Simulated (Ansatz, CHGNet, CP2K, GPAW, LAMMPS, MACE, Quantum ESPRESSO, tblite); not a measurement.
# Forces in amorphous Ge (61 atoms), program by program

Aim: forces, pressure of amorphous Ge (61 atoms) at one geometry, from other programs and methods, against plane-wave PBE.

Results are calculated, not measured.

## (1) The structure

The cell holds 61 atoms (61 Ge), with edges of 11.21, 11.21 and 11.21 Å. Recipe: 61 atoms (61 Ge) placed at random at 5.23 g/cm³, melted at 3500 K for 10 ps at fixed volume with the Tersoff potential (Tersoff, Phys. Rev. B 39, 5566 (1989)). Quenched from 3500 K to 300 K at 6 K/ps and fixed volume, annealed at 1300 K for 20 ps, held 5 ps. The density is 5.23 g/cm³.

## (2) The reference input

Quantum ESPRESSO 7.5: Kohn-Sham DFT, PBE, SSSP efficiency 1.3.0 pseudopotentials, plane waves. Its input, pw.in:

```
&control
  calculation = 'scf'
  pseudo_dir = './pseudo'
  outdir = './tmp'
  disk_io = 'none'
  tprnfor = .true.
  tstress = .true.
/
&system
  ibrav = 0
  nat = 61
  ntyp = 1
  ecutwfc = 45
  ecutrho = 360
  nosym = .true.
  occupations = 'smearing'
  smearing = 'fd'
  degauss = 0.003675
/
&electrons
  conv_thr = 3.0e-07
  electron_maxstep = 100
  mixing_beta = 0.2
  mixing_mode = 'local-TF'
  diagonalization = 'david'
/
ATOMIC_SPECIES
Ge 72.630 Ge.upf
CELL_PARAMETERS angstrom
11.20750 0.00000 0.00000
0.00000 11.20750 0.00000
0.00000 0.00000 11.20750
ATOMIC_POSITIONS crystal
Ge 0.10753 0.68397 0.81275
Ge 0.00882 0.98303 0.35227
Ge 0.52455 0.94572 0.80790
Ge 0.25408 0.14946 0.88873
[... 55 atom lines left out ...]
Ge 0.86834 0.94578 0.74138
Ge 0.83730 0.26825 0.79856
K_POINTS gamma
```

```console
$ OMP_NUM_THREADS=1 mpirun -np 4 pw.x -in pw.in > output.txt
```

Elapsed: 3.1 min, on 4 MPI ranks of Arm Neoverse V2, shared host; peak memory 4.1 GiB.

It converged with an r.m.s. force component of 0.44 eV/Å and a pressure of 4.6 GPa.

## (3) What was run beside it

- CHGNet: machine-learned potential, published weights.
- CP2K 2026.2: Gaussian basis with GTH pseudopotentials and a plane-wave density; labels give functional, basis (MOLOPT sets; SR short-range, UZH the newer set with its own potentials), grid cutoff/relative cutoff and solver (OT: orbital transformation; TRS4, TC2, SIGN: linear-scaling purification with its sparsity filter), or its built-in tight binding.
- GPAW 26.7.0: PAW with atomic orbitals (LCAO), plane waves or a real-space grid of spacing h.
- MACE: machine-learned potential, published weights.
- Quantum ESPRESSO 7.5: plane waves; labels (QE) give functional, pseudopotential set and cutoffs of waves/density.
- tblite 0.8.0: extended tight binding, driven from Python.

All use the same cell and atoms, and the electronic-structure runs the same k-mesh.

## (4) Side by side

Differences are against the reference: forces as r.m.s. over components, share as that over the reference's r.m.s. force, slope as the fitted ratio of a run's forces to the reference's.

| run | Δ force, r.m.s. (meV/Å) | share (%) | slope | Δ pressure (GPa) | cores | CPU time | memory (GiB) |
| --- | --- | --- | --- | --- | --- | --- | --- |
| reference | - | - | - | - | 4 | 12 min | 4.1 |
| CHGNet 0.3.0 potential | 274 | 62.0 | 0.553 | 0.0502 | 1 | 3.6 s | 0.61 |
| CP2K BLYP, DZVP-MOLOPT-SR, 350/50 Ry, diagonalisation | 94.5 | 21.4 | 0.940 | 2.02 | 2 | 92 s | 1.6 |
| CP2K PBE+rVV10L, DZVP-UZH, 350/50 Ry, diagonalisation | 33.7 | 7.61 | 1.004 | 0.519 | 2 | 4.9 min | 3.1 |
| CP2K PBE, DZVP-MOLOPT (SR for Ge), 350/50 Ry, diagonalisation | 23.4 | 5.28 | 0.993 | 1.04 | 2 | 89 s | 1.6 |
| CP2K PBE, DZVP-UZH, 175/50 Ry, diagonalisation (coarse) | 26.7 | 6.04 | 1.000 | 0.806 | 2 | 99 s | 0.84 |
| CP2K PBE, DZVP-UZH, 244/50 Ry, diagonalisation (coarse) | 26.8 | 6.05 | 1.000 | 0.806 | 2 | 2 min | 1.2 |
| CP2K PBE, DZVP-UZH, 350/30 Ry, diagonalisation (coarse) | 26.8 | 6.05 | 1.000 | 0.808 | 2 | 96 s | 1.6 |
| CP2K PBE, DZVP-UZH, 350/50 Ry, diagonalisation | 26.8 | 6.05 | 1.000 | 0.806 | 2 | 2.3 min | 1.6 |
| CP2K PBE, TZVP-MOLOPT (SR for Ge), 350/50 Ry, diagonalisation | 19.5 | 4.40 | 0.999 | 0.698 | 4 | 2.1 min | 3.0 |
| CP2K revPBE, PBE potentials, DZVP-UZH, 350/50 Ry, diagonalisation | 27.5 | 6.21 | 0.997 | 1.06 | 2 | 2.4 min | 1.6 |
| GPAW LDA, LCAO dzp, h 0.2 Å | 28.3 | 6.41 | 1.003 | - | 1 | 2.3 min | 1.3 |
| GPAW PBE, LCAO dzp, h 0.2 Å | 54.7 | 12.4 | 1.086 | - | 1 | 2.5 min | 1.3 |
| GPAW PBE, LCAO szp(dzp), h 0.2 Å (coarse) | 150 | 33.9 | 1.222 | - | 1 | 2 min | 1.3 |
| GPAW PBE, grid h 0.2 Å | 20.9 | 4.72 | 1.034 | - | 4 | 23 min | 3.9 |
| MACE MP-0b2 small potential | 193 | 43.6 | 0.798 | -1.61 | 1 | 6.8 s | 0.67 |
| MACE MPA-0 medium potential | 174 | 39.4 | 0.905 | -0.320 | 1 | 7.2 s | 0.77 |
| QE PBE, sssp-1.3.0-efficiency, 35/280 Ry (coarse) | 0.246 | 0.055 | 1.000 | -1.27 | 4 | 9.1 min | 2.9 |
| tblite GFN1-xTB | 126 | 28.5 | 0.806 | 1.99 | 1 | 5.2 s | 0.13 |

Rows marked coarse were listed beforehand as settings not expected to be converged; some can still land near the reference.

Times of the machine-learned potentials are mostly Python's start and the loading of weights.

Runs without a result: CP2K GFN1-xTB, diagonalisation (not converged).

CPU time is summed over cores on shared hosts, so it is rough.

## (5) What came out

Forces lie from 0.055 % (QE PBE, sssp-1.3.0-efficiency, 35/280 Ry, coarse) to 62 % (CHGNet 0.3.0 potential) of the reference's r.m.s. force of 0.44 eV/Å away from it. Other PBE runs on plane waves or a grid: GPAW PBE, grid h 0.2 Å 4.7 % of the r.m.s. force; the reference has errors of its own, so differences under a few per cent don't tell which side is nearer the exact PBE result. The PBE runs in local orbitals, coarse settings apart, differ by 4.4 % (CP2K PBE, TZVP-MOLOPT (SR for Ge), 350/50 Ry, diagonalisation) to 12 % (GPAW PBE, LCAO dzp, h 0.2 Å); basis, grid and potentials can all enter. Tight binding differs by 29 % (tblite GFN1-xTB); it is another model, with fitted parameters of its own, and the xTB methods hold dispersion.

Machine-learned potentials differ by 39 % (MACE MPA-0 medium potential) to 62 % (CHGNet 0.3.0 potential); they were trained on other programs' data. The reference samples few k-points for this cell, and its sampling error, which other DFT runs on the same mesh share, can be part of so large a difference. Among those trained on PBE data the slope goes as low as 0.55, with a correlation of 0.79, so directions differ as well as sizes. Rows with another functional or a dispersion term differ by 6.2 % (CP2K revPBE, PBE potentials, DZVP-UZH, 350/50 Ry, diagonalisation) to 21 % (CP2K BLYP, DZVP-MOLOPT-SR, 350/50 Ry, diagonalisation), which mixes the change of model with differences of basis and potentials, some of them made for another functional. Runs with settings chosen to be coarse differ by 0.055 % (QE PBE, sssp-1.3.0-efficiency, 35/280 Ry) to 34 % (GPAW PBE, LCAO szp(dzp), h 0.2 Å), their programs' other errors included. GPAW PBE, LCAO szp(dzp), h 0.2 Å stiffens the forces by a factor of 1.22 while following their directions (correlation 0.979); the slopes of the 4 GPAW runs lie between 1.00 and 1.22. From CP2K PBE, DZVP-UZH, 175/50 Ry, diagonalisation to the finer CP2K PBE, DZVP-UZH, 350/50 Ry, diagonalisation the share goes from 6.04 to 6.05 %, so the grid isn't what parts these runs from the reference. Pressures at PBE, coarse settings apart, lie +0.70 to +1.04 GPa from the reference's.

Caveats: Periodic xTB results under one method name differ between programs and library versions. The potentials hold different valence shells: 854 electrons in the reference, 244 in CP2K with TZVP-MOLOPT and 244 in GPAW; this bears on time and differences. GPAW's setups keep the filled d shell of Ge in the core. The reference's pressure holds the uncorrected Pulay stress of its 45 Ry basis, so small pressure differences may be the reference's own error. Machine-learned potentials mimic data converged in k, so the reference's own k-point error enters their differences. The quench rate of 6 K/ps is many orders above laboratory rates, so the cell is likely richer in defects and strain than a real sample. The network of bonds at the start is that of the classical potential that made the cell, and needn't be the one that DFT or experiment would give. The reference's stress is far from hydrostatic: its diagonal is 3.2, 3.7, 6.8 GPa, compression counted positive. The electronic-structure runs sample only Γ, in a cell whose shortest periodic width is 11 Å, which is coarse for a cell with partly filled levels. Spin–orbit coupling is left out. Where levels are smeared, the DFT runs use Fermi–Dirac occupations at 580 K (0.05 eV), and energies are free energies. The reference's cutoffs and mesh weren't converged further here.

[Logs are printed without paths, hosts, clocks, repeated set-up lines and the standing remarks that a program may print on its own settings, such as how far it seeks lower states.]

[Hosts, paths, dates, database ids (printed as entryN), source tags and the programs' standing remarks are cut or masked in the printed files.]

[Cells were taken only where this reference lay near another plane-wave run.]
